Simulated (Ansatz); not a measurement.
# Se on W(110): change of the work function, part 2 of 3

How does Se on the top site change the work function of W(110) as the layer fills?

Ansatz 0.2.0; plane-wave DFT, PBE, Ansatz PAW.

So far, work function, upper face (eV): step 2 (the clean slab) 4.84; step 3 (17 atoms, coverage 0.25 ML, cell 2x2) 4.91.

### 4. The covered slab, k-mesh 6×6×1, coverage 0.5 ML

System of this step: W8Se (Se/W(110)). The cell holds 18 atoms: 16 W and 2 Se. Cell: a = 5.473 Å, b = 5.473 Å, c = 27.660 Å, α = 90.0°, β = 90.0°, γ = 70.5°. Vacuum lies along c.

Another coverage, to see how the dipoles act on each other as their distance changes.

Contents of input.yaml:

```yaml
crystal:
  lattice:
    - [4.468914857, -3.16, 0.0]
    - [4.468914857, 3.16, 0.0]
    - [0.0, 0.0, 27.6599615893]
  atoms:
    - { symbol: W, position: [0.0, 0.0, 0.3253800614] }
    - { symbol: W, position: [0.25, 0.25, 0.4061631609] }
    - { symbol: W, position: [0.0, 0.0, 0.488315671] }
    - { symbol: W, position: [0.25, 0.25, 0.5675698984] }
    - { symbol: W, position: [0.0, 0.5, 0.3253800614] }
    - { symbol: W, position: [0.25, 0.75, 0.4061631609] }
    - { symbol: W, position: [0.0, 0.5, 0.488315671] }
    - { symbol: W, position: [0.25, 0.75, 0.5675698984] }
    - { symbol: W, position: [0.5, 0.0, 0.3253800614] }
    - { symbol: W, position: [0.75, 0.25, 0.4061631609] }
    - { symbol: W, position: [0.5, 0.0, 0.488315671] }
    - { symbol: W, position: [0.75, 0.25, 0.5675698984] }
    - { symbol: W, position: [0.5, 0.5, 0.3253800614] }
    - { symbol: W, position: [0.75, 0.75, 0.4061631609] }
    - { symbol: W, position: [0.5, 0.5, 0.488315671] }
    - { symbol: W, position: [0.75, 0.75, 0.5675698984] }
    - { symbol: Se, position: [0.25, 0.25, 0.6746199386] }
    - { symbol: Se, position: [0.75, 0.75, 0.6746199386] }
kpoints:
  mp_grid: { grid: [6, 6, 1] }
hamiltonian:
  xc: pbe
scf:
  occupations: { method: fermi_dirac, width: 0.1 }
  convergence: { dr2_threshold: 1.0e-08 }
efield:
  axis: 3
  dipole_correction: true
  ramp_position: 0.97
  ramp_width: 0.06
relax:
  f_tol: 0.02
  max_steps: 60
  constraints: [{ sites: [0, 1, 4, 5, 8, 9, 12, 13] }]
output:
  bader: true
  dos: { projected: true, e_range: [-8, 4] }
  write_potential: true
  write_density: true
  volumetric_format: npy
```

Command:

```sh
$ ansatz run input.yaml --threads 4 --pin off --max-ram 6144MiB --backend cpu --events-out ev --progress --plain --runs-dir out
```

Wall time 5.3 min (4 threads of Arm Neoverse V2, shared host); peak memory 3.4 GiB; 21 min of CPU time.

The steps of the relaxation:

```
step  energy less that of the first step (eV)  largest force component (eV/Å)
   1                                   0.0000                          2.1549
   2                                  -1.2299                          1.8495
   3                                  -1.7297                          0.7404
   4                                  -1.7620                          0.4755
   5                                  -1.8208                          0.0233
   6                                  -1.8209                          0.0071
```

Forces are held to the 8 operations that the run works with; a distortion that breaks them can't arise in this run.

The atoms that moved most (Å):

```
atom     dx     dy      dz  length
Se18  0.000  0.000  -0.497   0.497
Se17  0.000  0.000  -0.497   0.497
  W4  0.000  0.000   0.066   0.066
 W16  0.000  0.000   0.066   0.066
 W11  0.000  0.000  -0.038   0.038
  W7  0.000  0.000  -0.038   0.038
  W3  0.000  0.000   0.018   0.018
 W15  0.000  0.000   0.018   0.018
```

Final coordinates:

```xyz
18
Lattice="4.4689 -3.1600 0.0000 4.4689 3.1600 0.0000 0.0000 0.0000 27.6600" Properties=species:S:1:pos:R:3
W     0.0000    0.0000    9.0000
W     2.2345    0.0000   11.2345
W     0.0000    0.0000   13.5252
W     2.2345    0.0000   15.7653
W     2.2345    1.5800    9.0000
W     4.4689    1.5800   11.2345
W     2.2345    1.5800   13.4684
W     4.4689    1.5800   15.6977
W     2.2345   -1.5800    9.0000
W     4.4689   -1.5800   11.2345
W     2.2345   -1.5800   13.4684
W     4.4689   -1.5800   15.6977
W     4.4689    0.0000    9.0000
W     6.7034    0.0000   11.2345
W     4.4689    0.0000   13.5252
W     6.7034    0.0000   15.7653
Se    2.2345    0.0000   18.1627
Se    6.7034    0.0000   18.1627
```

This step gave:

| Property | Result |
| --- | --- |
| energy at zero smearing | -177086.1589 eV |
| work function, upper face | 5.083 eV |
| work function, lower face | 4.875 eV |
| dipole along the normal | -0.03233 e·Å |
| step between the vacuum levels | 0.2071 eV |

The density of states has structure finer than the step of the table below, so its rows give means over 0.5 eV, whole bins alone (the curve runs from -8 to 1.98 eV). Peaks (eV: height): -3.37: 39.2, -3.22: 32.9, -3.10: 27.4, -3.01: 35.0, -2.86: 49.2, -1.89: 31.2, -1.44: 29.1.

Table of density of states by energy, zero at the Fermi level; means over each step:

```
energy (eV)  density of states (states/eV a cell)
       -7.5                                  1.71
       -7.0                                  2.24
       -6.5                                  2.26
       -6.0                                  6.59
       -5.5                                  10.0
       -5.0                                  12.1
       -4.5                                  19.0
       -4.0                                  13.4
       -3.5                                  16.7
       -3.0                                  26.1
       -2.5                                  21.8
       -2.0                                  23.2
       -1.5                                  21.2
       -1.0                                  12.8
       -0.5                                  11.4
        0.0                                  12.4
        0.5                                  14.1
        1.0                                  16.6
        1.5                                  20.2
```

Projected DOS per atom over height of the atomic layer and energy from the Fermi level. Layers: W4 W4 W4 W4 Se2 from below.

Ten even steps from '_' (0.00 states/eV) to '@' (1.66 states/eV), each cell a mean:
```
**##****::
********::
**====**--
++--::++--
++::::++==
++::::==::
##::::--::
@@====**==
@@**####**
####%%##**
%%%%##**++
++@@@@%%@@
::--::====
==++==++==
++####**--
::++++--__
::====::__
..----..__
__....____
__________
__________
__________
```
Columns: height of the atomic layer (Å) from 9 to 18.2; rows upwards: energy from the Fermi level (eV) from -7.96 to 1.95.

The relaxation took 6 steps and lowered the energy by 1.8 eV; the largest force on the free atoms ends at 0.0071 eV/Å.

The covered face has 5.08 eV, +0.24 eV against the clean one; the bare back face has moved by -0.02 eV, a measure of how thin the slab is.

### 5. The covered slab, k-mesh 12×12×1, coverage 1 ML

System of this step: W4Se (Se/W(110)). The cell holds 5 atoms: 4 W and 1 Se. Cell: a = 2.737 Å, b = 2.737 Å, c = 27.660 Å, α = 90.0°, β = 90.0°, γ = 70.5°. Vacuum lies along c.

input.yaml, the sections that differ from step 4:

```yaml
crystal:
  lattice:
    - [2.2344574285, -1.58, 0.0]
    - [2.2344574285, 1.58, 0.0]
    - [0.0, 0.0, 27.6599615893]
  atoms:
    - { symbol: W, position: [0.0, 0.0, 0.3253800614] }
    - { symbol: W, position: [0.5, 0.5, 0.4061631609] }
    - { symbol: W, position: [0.0, 0.0, 0.488315671] }
    - { symbol: W, position: [0.5, 0.5, 0.5675698984] }
    - { symbol: Se, position: [0.5, 0.5, 0.6746199386] }
kpoints:
  mp_grid: { grid: [12, 12, 1] }
relax:
  f_tol: 0.02
  max_steps: 60
  constraints: [{ sites: [0, 1] }]
output:
  bader: true
  write_potential: true
  write_density: true
  volumetric_format: npy
# hamiltonian, scf, efield: as in step 4
```

It took 46 s on 4 threads; peak memory 0.65 GiB.

Relaxation path:

```
step  energy less that of the first step (eV)  largest force component (eV/Å)
   1                                   0.0000                          1.3256
   2                                  -0.2454                          0.4567
   3                                  -0.2772                          0.2983
   4                                  -0.2836                          0.0250
   5                                  -0.2837                          0.0098
```

Forces are held to the 4 operations that the run works with; a distortion that breaks them can't arise in this run.

The atoms that moved most (Å):

```
atom     dx     dy      dz  length
 Se5  0.000  0.000  -0.339   0.339
  W4  0.000  0.000   0.031   0.031
  W3  0.000  0.000  -0.016   0.016
```

The relaxation took 5 steps and lowered the energy by 0.28 eV; the largest force on the free atoms ends at 0.0098 eV/Å.

The covered face has 4.54 eV, -0.30 eV against the clean one; the bare back face has moved by -0.01 eV, a measure of how thin the slab is.

### 6. Work function against coverage

This step: plane-wave DFT, PBE, Ansatz PAW; work function against coverage (Ansatz 0.2.0).

The runs are now put side by side.

Numbers from this step:

```yaml
work_function_of_the_clean_face: 4.845 eV
largest_change_of_the_work_function: -0.3040 eV
```

The work function of the covered face by coverage:

```
coverage (adsorbates/nm²)  work function of the covered face (eV)
                     0.00                                    4.84
                     3.54                                    4.91
                     7.08                                    5.08
                    14.16                                    4.54
```

The dipole per adsorbate comes from the change of the cell's dipole. Coverage, by row:

```
coverage (1/nm²)  coverage (ML)  work function (eV)  change (eV)  dipole per adsorbate, positive end outwards (debye)  mean height of the added atoms over the highest substrate atom (Å)
           3.541           0.25               4.908       0.0638                                               -0.048                                                               2.318
           7.081            0.5               5.083        0.238                                               -0.098                                                               2.397
           14.16              1               4.541       -0.304                                                0.056                                                               2.592
```

### 7. The slab at 0.25 ML, atoms frozen

This step: plane-wave DFT, PBE, Ansatz PAW (Ansatz 0.2.0).

System of this step: W16Se (Se/W(110)). The cell holds 17 atoms: 16 W and 1 Se. Its edges and angles: a = 5.473 Å, b = 5.473 Å, c = 27.660 Å, α = 90.0°, β = 90.0°, γ = 70.5°. Vacuum lies along c.

To see where the charge goes, the covered slab, the bare substrate and the adsorbate layer are each run at the same frozen positions and on the same grid.

Contents of input.yaml:

```yaml
crystal:
  lattice:
    - [4.468914857, -3.16, 0.0]
    - [4.468914857, 3.16, 0.0]
    - [0.0, 0.0, 27.6599615893]
  atoms:
    - { symbol: W, position: [0.0, 0.0, 0.3253800614] }
    - { symbol: W, position: [0.25, 0.25, 0.4061631609] }
    - { symbol: W, position: [0.004318337, 0.004318337, 0.4887434809] }
    - { symbol: W, position: [0.25, 0.25, 0.5753765411] }
    - { symbol: W, position: [0.0, 0.5, 0.3253800614] }
    - { symbol: W, position: [0.25, 0.75, 0.4061631609] }
    - { symbol: W, position: [-0.001227556, 0.501227556, 0.4876162227] }
    - { symbol: W, position: [0.25, 0.75, 0.5670840828] }
    - { symbol: W, position: [0.5, 0.0, 0.3253800614] }
    - { symbol: W, position: [0.75, 0.25, 0.4061631609] }
    - { symbol: W, position: [0.501227556, -0.001227556, 0.4876162227] }
    - { symbol: W, position: [0.75, 0.25, 0.5670840828] }
    - { symbol: W, position: [0.5, 0.5, 0.3253800614] }
    - { symbol: W, position: [0.75, 0.75, 0.4061631609] }
    - { symbol: W, position: [0.495681663, 0.495681663, 0.4887434809] }
    - { symbol: W, position: [0.75, 0.75, 0.5646935208] }
    - { symbol: Se, position: [0.25, 0.25, 0.6591916316] }
kpoints:
  mp_grid: { grid: [6, 6, 1] }
hamiltonian:
  xc: pbe
scf:
  occupations: { method: fermi_dirac, width: 0.1 }
  convergence: { dr2_threshold: 1.0e-08 }
efield:
  axis: 3
  dipole_correction: true
  ramp_position: 0.97
  ramp_width: 0.06
output:
  write_potential: true
  write_density: true
  volumetric_format: npy
```

Run time: 59 s. Hardware: 4 threads; peak memory 3 GiB.

Numbers from this step:

```
energy at zero smearing   : -171616.1757 eV
work function, upper face : 4.909 eV
dipole along the normal   : -0.001467 e·Å
```

The work function of the upper face is 4.91 eV.

### 8. The substrate of the 0.25 ML cell alone

System of this step: Se/W(110), substrate alone, atoms held. The cell holds 16 atoms: 16 W. Cell: a = 5.473 Å, b = 5.473 Å, c = 27.660 Å, α = 90.0°, β = 90.0°, γ = 70.5°. Vacuum lies along c.

The second part, atoms unmoved.

Changes to input.yaml since step 7:

```diff
@@ -22,3 +22,2 @@
     - { symbol: W, position: [0.75, 0.75, 0.5646935208] }
-    - { symbol: Se, position: [0.25, 0.25, 0.6591916316] }
 kpoints:
```

Wall time 53 s (4 threads); peak memory 2.8 GiB; 3.4 min of CPU time.

This step gave:

```
energy at zero smearing        : -166145.3423 eV
work function, upper face      : 4.853 eV
work function, lower face      : 4.901 eV
dipole along the normal        : 0.007526 e·Å
step between the vacuum levels : -0.04821 eV
```

The work function of the upper face is 4.85 eV.

### 9. The adsorbate layer of the 0.25 ML cell alone

System of this step: Se/W(110), adsorbate layer alone, atoms held. The cell holds 1 atom: 1 Se. Cell: a = 5.473 Å, b = 5.473 Å, c = 27.660 Å, α = 90.0°, β = 90.0°, γ = 70.5°. Vacuum lies along c.

The third part; a free layer of atoms may carry a moment, so spin is on.

input.yaml, the sections that differ from step 8:

```yaml
crystal:
  lattice:
    - [4.468914857, -3.16, 0.0]
    - [4.468914857, 3.16, 0.0]
    - [0.0, 0.0, 27.6599615893]
  atoms:
    - { symbol: Se, position: [0.25, 0.25, 0.6591916316], spin: 1.0 }
magnetization:
  spin_polarized: true
# kpoints, hamiltonian, scf, efield, output: as in step 8
```

It took 19 s on 4 threads; peak memory 1 GiB; 73 s of CPU time.

Numbers from this step:

- energy at zero smearing: -5466.4740 eV
- total moment: 2.000 μB
- site moments: 1.969 μB
- work function, upper face: 5.652 eV
- dipole along the normal: 5.23e-6 e·Å

Site moment by atom:

```
atom  site moment (μB)
 Se1              1.97
```

The free layer carries a moment of 2.0 μB a cell.

### 10. Where the charge went at 0.25 ML

This step: plane-wave DFT, PBE, Ansatz PAW; density difference on adsorption (Ansatz 0.2.0).

The densities of the parts are taken from that of the whole and averaged over planes; the first moment of what is left gives the step in the potential.

Numbers from this step:

- largest charge moved: -0.004679 e/Å²
- potential step from the moved charge: 0.05592 eV

The electron density difference oscillates, so the rows of the table below give means over windows of 1 Å about each position, cut where the curve ends. Its maxima inside the range that stand out by 2 % of the span (Å: e/Å³): 11.8: 2.8e-4, 13.1: 6.9e-4, 14.0: 7.1e-4, 16.0: 0.00375, 17.3: 0.0132, 19.0: 0.00219. Its minima: 12.7: -5.3e-4, 13.5: -2.1e-4, 15.6: -9.9e-4, 16.4: -0.0136, 18.2: -0.00696.

Planar mean, whole system less its parts. The electron density difference by z; means over each step:

```
z (Å)  electron density difference (e/Å³)
    4                              3.2e-7
    5                              1.9e-6
    6                              7.5e-6
    7                             -3.1e-6
    8                              1.8e-5
    9                             -1.1e-4
   10                              6.2e-5
   11                             -7.8e-5
   12                              2.4e-5
   13                              5.8e-5
   14                              4.5e-4
   15                              1.1e-4
   16                            -0.00236
   17                             0.00328
   18                            -0.00203
   19                              6.5e-4
   20                             -3.9e-5
   21                             -4.1e-5
   22                             -4.6e-6
   23                             -3.7e-7
```

Planar mean, whole system less its parts. Electrons moved below z against z:

```
z (Å)  electrons moved below z (e/Å²)
    4                          1.5e-7
    5                          1.1e-6
    6                          5.7e-6
    7                          1.4e-5
    8                         -1.4e-5
    9                         -2.1e-5
   10                         -5.4e-6
   11                         -9.2e-5
   12                          1.7e-6
   13                         -1.8e-4
   14                          1.6e-4
   15                          7.0e-4
   16                         0.00129
   17                        -0.00363
   18                         0.00200
   19                         -3.7e-4
   20                          9.3e-5
   21                          1.3e-5
   22                          4.2e-7
   23                         -6.8e-7
   24                         -7.7e-7
   25                         -7.7e-7
   26                         -7.7e-7
   27                         -7.7e-7
```

(Part 2 of 3 ends here.)

[Logs are printed without paths, hosts, clocks, repeated set-up lines and the standing remarks that a program may print on its own settings, such as how far it seeks lower states.]

[Hosts, paths, dates, database ids (printed as entryN), source tags and the programs' standing remarks are cut or masked in the printed files.]

[Maps of the electrostatic potential energy from Ansatz leave out the sawtooth potential of an applied field or a dipole correction, so their vacuum need not be flat; planar profiles and work functions include it.]

[The density of states shown here was stored with 400 of the rows of the run's finer table, so its peaks can read low, often by over a quarter, or be missed, and its means over a window can be off by a tenth or more.]
